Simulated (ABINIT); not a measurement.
**SiC (Moissanite): G0W0 in ABINIT against the k mesh**

How does the gap of SiC (Moissanite) converge in the k mesh?

Calculated with ABINIT 10.8.3; LDA and many-body steps on it, plane waves.

### 1. Starting point

The structure is hexagonal, space group P6_3mc (No. 186). The conventional cell has a = 3.076 Å, b = 3.076 Å, c = 5.048 Å, α = 90.00°, β = 90.00°, γ = 120.00°. Nearest to Si lie 4 C at 1.87 to 1.94 Å. C has 4 Si at 1.87 to 1.94 Å nearest. Farther neighbours, and contacts between anions beyond the nearest, are not listed.

Structure file:

```cif
data_structure
_symmetry_space_group_name_H-M 'P6_3mc'
_symmetry_Int_Tables_number 186
_cell_length_a 3.0760
_cell_length_b 3.0760
_cell_length_c 5.0480
_cell_angle_alpha 90.000
_cell_angle_beta 90.000
_cell_angle_gamma 120.000
_cell_volume 41.36
loop_
_atom_site_label
_atom_site_type_symbol
_atom_site_symmetry_multiplicity
_atom_site_Wyckoff_symbol
_atom_site_fract_x
_atom_site_fract_y
_atom_site_fract_z
_atom_site_occupancy
Si1 Si 2 b 0.33333 0.66667 0.00000 1
C1 C 2 b 0.33333 0.66667 0.38500 1
```

The cell and positions come from the Crystallography Open Database and are kept as given unless a step says otherwise.

### 2. Empty states on the mesh, 3×3×2 mesh, 139 bands

This step: ABINIT 10.8.3; DFT, LDA, plane waves, norm-conserving pseudopotentials.

The sums over transitions need many empty states on a uniform mesh; this step solves for them.

Contents of run.abi:

```
acell 3*1.0 Angstrom
rprim 
  3.075999999976 0.000000000005 0.000000000000
  -1.537999999993 2.663894142018 0.000000000000
  0.000000000000 0.000000000000 5.048000000000
ntypat 2
znucl 14 6
natom 4
typat 1 1 2 2
xred 
  0.333333333333 0.666666666667 0.000000000000
  0.666666666667 0.333333333333 0.500000000000
  0.333333333333 0.666666666667 0.385000000000
  0.666666666667 0.333333333333 0.885000000000
pp_dirpath "pseudos"
pseudos "Si.upf, C.upf"
ecut 37
ngkpt 3 3 2
nshiftk 1
shiftk 0 0 0
kptopt 1
chksymbreak 0
irdden 1
istwfk *1
nband 139
prtvol 0
optdriver 6
gwr_task "HDIAGO"
paral_kgb 0
occopt 1
indata_prefix "in"
outdata_prefix "out"
tmpdata_prefix "tmp"
```

Launch:

```bash
$ OMP_NUM_THREADS=1 mpirun -n 4 abinit run.abi > log
```

What it wrote:

```text
.Version 10.8.3 of ABINIT. v10.8.2 released Aug 2026.

 Symmetries : space group P6_3 m c (#186); Bravais hP (primitive hexag.)
[... echo of the input left out ...]
== DATASET  1 ==================================================================
-   mpi_nproc: 4, omp_nthreads: 1 (-1 if OMP is not activated)

--- !DatasetInfo
iteration_state: {dtset: 1, }
dimensions: {natom: 4, nkpt: 6, mband: 139, nsppol: 1, nspinor: 1, nspden: 1, mpw: 3018, }
cutoff_energies: {ecut:  37.0, pawecutdg:  -1.0, }
[...]
Indirect band gap semiconductor
 Fundamental gap:     2.222 (eV)
   VBM:     7.406 (eV) at k: [ 0.0000E+00,  0.0000E+00,  0.0000E+00]
   CBM:     9.628 (eV) at k: [ 3.3333E-01,  3.3333E-01,  0.0000E+00]
 Direct gap:         4.311 (eV) at k: [ 3.3333E-01,  0.0000E+00,  0.0000E+00]

== END DATASET(S) ==============================================================
================================================================================

 -outvars: echo values of variables after computation  --------
           etotal      0.0000000000E+00
            nband         139
             nkpt           6
          spgroup         186
 [... the other variables as echoed above ...]

 Calculation completed.
```

The job ended after 50 s (4 MPI ranks of Arm Neoverse V1, shared host; peak memory 2.2 GiB).

Read from the output:

```
gap                                                           : 2.222 eV
k of the valence top                                          : 0, 0, 0
k of the conduction bottom                                    : 0.3333, 0.3333, 0
least direct gap                                              : 4.311 eV
k points computed                                             : 6
lowest point of the top converged band, above the valence top : 101.6630 eV
```

On this mesh the gap is 2.222 eV.

The density comes from a self-consistent run that is not shown.

### 3. Empty states on the mesh, 3×3×1 mesh, 43 bands

Changes to run.abi since step 2:

```diff
@@ -17,3 +17,3 @@
 ecut 37
-ngkpt 3 3 2
+ngkpt 3 3 1
 nshiftk 1
@@ -22,10 +22,10 @@
 chksymbreak 0
+iscf -2
 irdden 1
 istwfk *1
-nband 139
+nband 43
+nbdbuf 4
+tolwfr 1e-09
+nstep 60
 prtvol 0
-optdriver 6
-gwr_task "HDIAGO"
-paral_kgb 0
-occopt 1
 indata_prefix "in"
```

What it wrote:

```text
.Version 10.8.3 of ABINIT. v10.8.2 released Aug 2026.

 Symmetries : space group P6_3 m c (#186); Bravais hP (primitive hexag.)
[... echo of the input left out ...]
== DATASET  1 ==================================================================
-   mpi_nproc: 4, omp_nthreads: 1 (-1 if OMP is not activated)
-    --> not optimal distribution: autoparal keyword recommended in input file <--

--- !DatasetInfo
iteration_state: {dtset: 1, }
dimensions: {natom: 4, nkpt: 3, mband: 43, nsppol: 1, nspinor: 1, nspden: 1, mpw: 3012, }
cutoff_energies: {ecut:  37.0, pawecutdg:  -1.0, }
[...]
1.01266    1.01652    1.19268    1.19268    1.26544    1.29772    1.29772    1.37322
   1.41065    1.41065    1.47104    1.56373    1.56373    1.56549    1.62707    1.63792
   1.63792    1.66116    1.81661
 prteigrs : prtvol=0 or 1, do not print more k-points.

== END DATASET(S) ==============================================================
================================================================================

 -outvars: echo values of variables after computation  --------
            nband          43
             nkpt           3
          spgroup         186
 [... the other variables as echoed above ...]

 Calculation completed.
```

The job ended after 4.2 s (4 MPI ranks; peak memory 0.24 GiB; 16 s of CPU time).

Numbers from this step:

```yaml
gap: 2.222 eV
k_of_the_valence_top: 0, 0, 0
k_of_the_conduction_bottom: 0.3333, 0.3333, 0
least_direct_gap: 4.311 eV
k_points_computed: 3
lowest_point_of_the_top_converged_band_above_the_valence_top: 34.39 eV
```

On this mesh the gap is 2.222 eV.

### 4. Empty states on the mesh, 6×6×4 mesh, 43 bands

Changes to run.abi since step 3:

```diff
@@ -17,3 +17,3 @@
 ecut 37
-ngkpt 3 3 1
+ngkpt 6 6 4
 nshiftk 1
```

What it wrote:

```text
.Version 10.8.3 of ABINIT. v10.8.2 released Aug 2026.

 Symmetries : space group P6_3 m c (#186); Bravais hP (primitive hexag.)
[... echo of the input left out ...]
== DATASET  1 ==================================================================
-   mpi_nproc: 4, omp_nthreads: 1 (-1 if OMP is not activated)

--- !DatasetInfo
iteration_state: {dtset: 1, }
dimensions: {natom: 4, nkpt: 21, mband: 43, nsppol: 1, nspinor: 1, nspden: 1, mpw: 3018, }
cutoff_energies: {ecut:  37.0, pawecutdg:  -1.0, }
[...]
1.01266    1.01652    1.19268    1.19268    1.26544    1.29772    1.29772    1.37322
   1.41065    1.41065    1.47104    1.56373    1.56373    1.56549    1.62707    1.63792
   1.63792    1.66116    1.81661
 prteigrs : prtvol=0 or 1, do not print more k-points.

== END DATASET(S) ==============================================================
================================================================================

 -outvars: echo values of variables after computation  --------
            nband          43
             nkpt          21
          spgroup         186
 [... the other variables as echoed above ...]

 Calculation completed.
```

It took 16 s on 4 MPI ranks; peak memory 0.28 GiB; 62 s of CPU time.

Numbers from this step:

```yaml
gap: 2.222 eV
k_of_the_valence_top: 0, 0, 0
k_of_the_conduction_bottom: 0.3333, 0.3333, 0
least_direct_gap: 3.994 eV
k_points_computed: 21
lowest_point_of_the_top_converged_band_above_the_valence_top: 34.34 eV
```

On this mesh the gap is 2.222 eV.

### 5. Screening, 3×3×1 mesh, 39 bands, screening to 130.6 eV

The RPA dielectric matrix is built and inverted for each q.

This step: RPA screening on LDA, plane waves, norm-conserving pseudopotentials.

Changes to run.abi since step 4:

```diff
@@ -17,3 +17,3 @@
 ecut 37
-ngkpt 6 6 4
+ngkpt 3 3 1
 nshiftk 1
@@ -22,10 +22,11 @@
 chksymbreak 0
-iscf -2
-irdden 1
 istwfk *1
-nband 43
-nbdbuf 4
-tolwfr 1e-09
-nstep 60
-prtvol 0
+occopt 1
+irdwfk 1
+optdriver 3
+nband 39
+ecuteps 4.8
+inclvkb 2
+awtr 1
+symchi 1
 indata_prefix "in"
```

What it wrote:

```text
.Version 10.8.3 of ABINIT. v10.8.2 released Aug 2026.

 Symmetries : space group P6_3 m c (#186); Bravais hP (primitive hexag.)
[... echo of the input left out ...]
== DATASET  1 ==================================================================
-   mpi_nproc: 4, omp_nthreads: 1 (-1 if OMP is not activated)

--- !DatasetInfo
iteration_state: {dtset: 1, }
dimensions: {natom: 4, nkpt: 3, mband: 39, nsppol: 1, nspinor: 1, nspden: 1, mpw: 3012, }
cutoff_energies: {ecut:  37.0, pawecutdg:  -1.0, }
electrons: {nelect:   1.60000000E+01, charge:   0.00000000E+00, occopt:   1.00000000E+00, tsmear:   1.00000000E-02, }

 SCREENING: Calculation of the susceptibility and dielectric matrices

 Based on a program developped by R.W. Godby, V. Olevano, G. Onida, and L. Reining.
 Incorporated in ABINIT by V. Olevano, G.-M. Rignanese, and M. Torrent.
.Using double precision arithmetic ; gwpc =  8

[... cell and pseudopotentials left out ...]
--------------------------------------------------------------------------------

 ==== K-mesh for the wavefunctions ====
 Number of points in the irreducible wedge :     3
[... list of points left out ...]
 Together with 12 symmetry operations and time-reversal symmetry
 yields     9 points in the full Brillouin Zone.

 ==== Q-mesh for the screening function ====
 Number of points in the irreducible wedge :     3
[... list of points left out ...]
 Together with 12 symmetry operations and time-reversal symmetry
 yields     9 points in the full Brillouin Zone.

 setmesh: FFT mesh size selected  =    20x   20x   36
          total number of points  =        14400

 vcoul_init : cutoff-mode = AUXILIARY_FUNCTION
 q-points for optical limit:   1
     1)      0.000010    0.000020    0.000030

- screening: taking advantage of time-reversal symmetry
- Maximum band index for partially occupied states nbvw = 8
- Remaining bands to be divided among processors   nbcw = 31
- Number of bands treated by each node ~7

 Number of electrons calculated from density =   16.0000; Expected =   16.0000
 average of density, n =  0.057319
 r_s =    1.6089
 omega_plasma =   23.0944 [eV]

 calculating chi0 at frequencies [eV] :
  1    0.000000E+00    0.000000E+00
  2    0.000000E+00    2.309436E+01

--------------------------------------------------------------------------------
  q-point number  1        q = ( 0.000000, 0.000000, 0.000000) [r.l.u.]
--------------------------------------------------------------------------------
[... chi0 elements left out ...]
 For q-point:  0.000010 0.000020 0.000030
  dielectric constant =   8.2787
  dielectric constant without local fields =   9.0944

  Average fulfillment of the sum rule on Im[epsilon] for q-point    1 :     55.02  [%]
[... wings left out ...]
  q-point number  2        q = ( 0.333333, 0.000000, 0.000000) [r.l.u.]
--------------------------------------------------------------------------------
[... chi0 elements left out ...]
  Average fulfillment of the sum rule on Im[epsilon] for q-point    2 :     66.25  [%]

 [... 1 further q-points ...]
```

It took 2.7 s on 4 MPI ranks; peak memory 0.09 GiB; 11 s of CPU time.

Numbers from this step:

| Item | Value |
| --- | --- |
| ε∞ with local fields, on this mesh | 8.279 |
| ε∞ without local fields, on this mesh | 9.094 |
| plasma frequency | 23.09 eV |
| plane waves in the screening matrix | 135 |

Local fields lower ε∞ by 9 %. On a Γ-centred mesh this coarse the value itself is usually too large, while a short band sum pulls it down.

### 6. 3×3×1

This step: G0W0 on LDA, plane waves, norm-conserving pseudopotentials.

Changes to run.abi since step 5:

```diff
@@ -25,8 +25,19 @@
 irdwfk 1
-optdriver 3
+optdriver 4
 nband 39
+gwcalctyp 0
+ecutsigx 37
+symsigma 1
+nkptgw 3
+kptgw 
+  0.0000000000 0.0000000000 0.0000000000
+  0.3333333333 0.3333333333 0.0000000000
+  0.3333333333 0.0000000000 0.0000000000
+bdgw 
+  6 10
+  7 10
+  7 10
 ecuteps 4.8
-inclvkb 2
-awtr 1
-symchi 1
+irdscr 1
+ppmodel 1
 indata_prefix "in"
```

What it wrote:

```text
.Version 10.8.3 of ABINIT. v10.8.2 released Aug 2026.

 Symmetries : space group P6_3 m c (#186); Bravais hP (primitive hexag.)
[... echo of the input left out ...]
== DATASET  1 ==================================================================
-   mpi_nproc: 4, omp_nthreads: 1 (-1 if OMP is not activated)

--- !DatasetInfo
iteration_state: {dtset: 1, }
dimensions: {natom: 4, nkpt: 3, mband: 39, nsppol: 1, nspinor: 1, nspden: 1, mpw: 3012, }
cutoff_energies: {ecut:  37.0, pawecutdg:  -1.0, }
electrons: {nelect:   1.60000000E+01, charge:   0.00000000E+00, occopt:   1.00000000E+00, tsmear:   1.00000000E-02, }

 SIGMA: Calculation of the GW corrections

 Based on a program developped by R.W. Godby, V. Olevano, G. Onida, and L. Reining.
 Incorporated in ABINIT by V. Olevano, G.-M. Rignanese, and M. Torrent.
.Using double precision arithmetic ; gwpc =  8

[... cell and pseudopotentials left out ...]
--------------------------------------------------------------------------------

 ==== K-mesh for the wavefunctions ====
 Number of points in the irreducible wedge :     3
[... list of points left out ...]
 Together with 12 symmetry operations and time-reversal symmetry
 yields     9 points in the full Brillouin Zone.

 ==== Q-mesh for screening function ====
 Number of points in the irreducible wedge :     3
[... list of points left out ...]
 Together with 12 symmetry operations and time-reversal symmetry
 yields     9 points in the full Brillouin Zone.

 vcoul_init : cutoff-mode = AUXILIARY_FUNCTION
 q-points for optical limit:   1
     1)      0.000010    0.000020    0.000030
 setmesh: FFT mesh size selected  =    27x   27x   54
          total number of points  =        39366

 Number of electrons calculated from density =   16.0000; Expected =   16.0000
 average of density, n =  0.057319
 r_s =    1.6089
 omega_plasma =   23.0944 [eV]

 === KS Band Gaps ===
  >>>> For spin  1
   Minimum direct gap =   4.3111 [eV], located at k-point      :   0.3333  0.0000  0.0000
   Fundamental gap    =   2.2220 [eV], Top of valence bands at :   0.0000  0.0000  0.0000
                                       Bottom of conduction at :   0.3333  0.3333  0.0000
 SIGMA fundamental parameters:
 PLASMON POLE MODEL  1
 number of plane-waves for SigmaX                 2997
 number of plane-waves for SigmaC and W            135
 number of plane-waves for wavefunctions          2997
 number of bands                                    39
 number of independent spin polarizations            1
 number of spinorial components                      1
 number of k-points in IBZ                           3
 number of q-points in IBZ                           3
 number of symmetry operations                      12
 number of k-points in BZ                            9
 number of q-points in BZ                            9
 number of frequencies for dSigma/dE                 9
 frequency step for dSigma/dE [eV]                0.25
 number of omega for Sigma on real axis              0
 max omega for Sigma on real axis  [eV]           0.00
 zcut for avoiding poles [eV]                     0.10

 EPSILON^-1 parameters (SCR file):
 dimension of the eps^-1 matrix on file            135
 dimension of the eps^-1 matrix used               135
 number of plane-waves for wavefunctions          2997
 number of bands                                    39
 number of q-points in IBZ                           3
 number of frequencies                               2
 number of real frequencies                          1
 number of imag frequencies                          1

 matrix elements of self-energy operator (all in [eV])

 Perturbative Calculation

--- !SelfEnergy_ee
iteration_state: {dtset: 1, }
kpoint     : [   0.000,    0.000,    0.000, ]
spin       : 1
KS_gap     :    4.582
QP_gap     :    5.278
Delta_QP_KS:    0.696
data: !SigmaeeData |
     Band     E0 <VxcDFT>   SigX SigC(E0)      Z dSigC/dE  Sig(E)    E-E0       E
        6   7.133 -14.993 -18.022   3.223   0.797  -0.255 -14.838   0.155   7.288
        7   7.133 -14.993 -18.022   3.223   0.797  -0.255 -14.838   0.155   7.288
        8   7.406 -14.759 -16.958   2.603   0.795  -0.258 -14.438   0.321   7.727
        9  11.988 -12.240  -6.748  -4.211   0.794  -0.259 -11.223   1.017  13.005
       10  13.440 -12.726  -6.585  -4.798   0.795  -0.258 -11.658   1.068  14.508

--- !SelfEnergy_ee
iteration_state: {dtset: 1, }
kpoint     : [   0.333,    0.333,    0.000, ]
spin       : 1
KS_gap     :    6.273
QP_gap     :    7.373
Delta_QP_KS:    1.100
data: !SigmaeeData |
     Band     E0 <VxcDFT>   SigX SigC(E0)      Z dSigC/dE  Sig(E)    E-E0       E
        7   3.355 -12.959 -16.734   3.469   0.802  -0.246 -13.205  -0.246   3.109
[...]
--- !SelfEnergy_ee
iteration_state: {dtset: 1, }
kpoint     : [   0.333,    0.000,    0.000, ]
spin       : 1
KS_gap     :    4.311
QP_gap     :    5.234
Delta_QP_KS:    0.923
data: !SigmaeeData |
     Band     E0 <VxcDFT>   SigX SigC(E0)      Z dSigC/dE  Sig(E)    E-E0       E
[...]
8   6.203 -14.583 -17.975   3.397   0.792  -0.263 -14.580   0.003   6.206
        9  10.514 -10.839  -5.781  -3.933   0.823  -0.215  -9.913   0.926  11.440
       10  12.172 -11.486  -5.955  -4.151   0.813  -0.229 -10.364   1.122  13.295

 New Fermi energy :        3.345832E-01 Ha ,    9.104472E+00 eV

 === QP Band Gaps ===
  >>>> For spin  1
   Minimum direct gap =   5.2339 [eV], located at k-point      :   0.3333  0.0000  0.0000
   Fundamental gap    =   2.7548 [eV], Top of valence bands at :   0.0000  0.0000  0.0000
                                       Bottom of conduction at :   0.3333  0.3333  0.0000

== END DATASET(S) ==============================================================
================================================================================

 -outvars: echo values of variables after computation  --------
           etotal      0.0000000000E+00
            nband          39
             nkpt           3
          spgroup         186
 [... the other variables as echoed above ...]

 Calculation completed.
```

Elapsed: 2.9 s, on 4 MPI ranks; peak memory 0.09 GiB; 11 s of CPU time.

Numbers from this step:

| Item | Value |
| --- | --- |
| G0W0 gap on the mesh | 2.755 eV |
| starting gap on the mesh | 2.222 eV |
| k of the valence top | 0, 0, 0 |
| k of the conduction bottom | 0.3333, 0.3333, 0 |
| Z at the valence top | 0.795 |
| Z at the conduction bottom | 0.826 |
| least direct G0W0 gap on the computed points | 5.234 eV |

[end of part 1 of 2]

[Long decimals in the printed logs are rounded to 6 places.]

[Logs are printed without paths, hosts, clocks, repeated set-up lines and the standing remarks that a program may print on its own settings, such as how far it seeks lower states.]

[Paths, hosts, dates, memory and timing lines, banners, echoed tables and standing remarks are left out of the program output; an Ansatz launch command may be rebuilt from the run's recorded settings. Measured values are a selection of at most five: reports struck by readers or far from the other reports are left out. None is set beside runs whose start may be inverted or whose files or cutoffs have a known fault.]

[Runs of the session that timed out or met a known fault of the program may be left out.]

[Hosts, paths, dates, database ids (printed as entryN), source tags and the programs' standing remarks are cut or masked in the printed files.]

[G0W0 gaps are taken among the corrected bands and points alone; a level outside them can change the order at an edge.]

[Where Ansatz stands beside ABINIT at settings called matched, ABINIT's density can come from a denser mesh and the files from another edition; pairs whose starting gaps differed by over 0.03 eV were left out, so agreement reads better than it is.]
